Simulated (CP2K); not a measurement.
Consider cis-1,2-difluoroethylene at its PBE geometry (Å).

```xyz
6

F     1.4139    1.0237   -0.0407
C     0.6630   -0.1053    0.0021
C    -0.6685   -0.0599    0.0046
F    -1.3418    1.1164   -0.0362
H     1.2343   -1.0305    0.0328
H    -1.3010   -0.9444    0.0373
```

Method: CP2K XAS_TDP, all-electron GAPW, PBEh(45%), aug-cc-pVTZ, TDA, GW2X-corrected core level, no relativity.

Q: Predict the bright core excitations at the F K edge.

Leading lines: F1 686.99 eV. The leading line of an atom is its first one with 35 % of the strongest within 2.5 eV of its lowest line over the strength cut. Core ionisation energies at this level: F1 690.34 eV.

The first six lines of each atom with a strength over 0.0015:

```csv
atom,energy (eV),states,"strength, one atom",above the computed threshold
"F1 (bonded to C), 2 alike",686.99,1,0.0273,
,687.42,1,0.0094,
,688.80,1,0.0050,
,689.50,1,0.0025,
,689.92,1,0.0062,
,690.79,1,0.0019,yes
```

Lines are vertical, at one geometry, with no vibrational structure. GW2X ionisation energies and lines can be off by 1 to 2 eV either way, and a good line position may hide errors that cancel. These values hold no scalar relativity, about 0.7 eV for F 1s. Rydberg lines, and the discretised continuum above threshold, depend on the basis and the box.

[Banner, clock and machine lines of the logs are left out without a mark of their own.]

[Logs are printed without paths, hosts, clocks, repeated set-up lines and the standing remarks that a program may print on its own settings, such as how far it seeks lower states.]

[Hosts, paths, dates, database ids (printed as entryN), source tags and the programs' standing remarks are cut or masked in the printed files.]
